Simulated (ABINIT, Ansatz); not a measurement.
How the form of the self-energy moves the gap of LiCNO (R3m). The structure is trigonal, space group R3m (No. 160). Conventional cell: a = 3.288 Å, b = 3.288 Å, c = 14.286 Å, α = 90.00°, β = 90.00°, γ = 120.00°. Li has 3 N at 2.18 Å and 3 O at 2.28 Å nearest. Nearest to C lie 1 N at 1.19 Å and 1 O at 1.23 Å. Nearest to N lie 1 C at 1.19 Å and 3 Li at 2.18 Å. Nearest to O lie 1 C at 1.23 Å and 3 Li at 2.28 Å. Farther neighbours, and contacts between anions beyond the nearest, are not listed. The calculation used RPA screening on PBEsol, plane waves, norm-conserving pseudopotentials (and 3 further levels or steps) in ABINIT 10.8.3, with cutoff 37 Ha, PseudoDojo scalar-relativistic 0.4.1 standard, norm-conserving, ngkpt (4, 4, 4), nband 63, ecuteps 5.2 Ha, gwcalctyp 2, nfreqre 16, nfreqim 8, inclvkb 2, freqremax 40 eV, spmeth 1, nomegasf 120, shiftk (0, 0, 0), symchi 1, awtr 1, frequency cd, 4×4×4 k-mesh. The G0W0, Godby-Needs plasmon pole is 7.320 eV, the G0W0, Engel-Farid plasmon pole is 7.401 eV and the G0W0, Hybertsen-Louie plasmon pole is 7.470 eV. The one-shot Hartree-Fock is 13.551 eV. The G0W0, contour deformation is 7.338 eV and the known limits are short of the basis limit. It took 8 runs, 5.5 min in all on 4 MPI ranks of Intel Xeon Platinum 8375C at 2.90GHz (Ice Lake), shared host. G0W0, Engel-Farid plasmon pole: +0.081 eV against G0W0, Godby-Needs plasmon pole. G0W0, Hybertsen-Louie plasmon pole: +0.150 eV against G0W0, Godby-Needs plasmon pole. The program's warnings: Min real frequency set to default [Ha] = and nkpt*nsppol () is not a multiple of nproc spkpt (). The cell and positions are those that the Materials Project relaxed with its own functionals (PBE, PBE+U or r2SCAN), kept fixed.

```xyz
4
Lattice="1.6440 0.9492 4.7621 -1.6440 0.9492 4.7621 0.0000 -1.8983 4.7621" Properties=species:S:1:pos:R:3 pbc="T T T"
Li    0.0000    0.0000    0.0751
C     0.0000    0.0000    7.1068
N     0.0000    0.0000    5.9139
O     0.0000    0.0000    8.3336
```

[Long decimals in the printed logs are rounded to 6 places.]

[Logs are printed without paths, hosts, clocks, repeated set-up lines and the standing remarks that a program may print on its own settings, such as how far it seeks lower states.]

[Paths, hosts, dates, memory and timing lines, banners, echoed tables and standing remarks are left out of the program output; an Ansatz launch command may be rebuilt from the run's recorded settings. Measured values are a selection of at most five: reports struck by readers or far from the other reports are left out. None is set beside runs whose start may be inverted or whose files or cutoffs have a known fault.]

[Runs of the session that timed out or met a known fault of the program may be left out.]

[Hosts, paths, dates, database ids (printed as entryN), source tags and the programs' standing remarks are cut or masked in the printed files.]

[G0W0 gaps are taken among the corrected bands and points alone; a level outside them can change the order at an edge.]

[Where Ansatz stands beside ABINIT at settings called matched, ABINIT's density can come from a denser mesh and the files from another edition; pairs whose starting gaps differed by over 0.03 eV were left out, so agreement reads better than it is.]
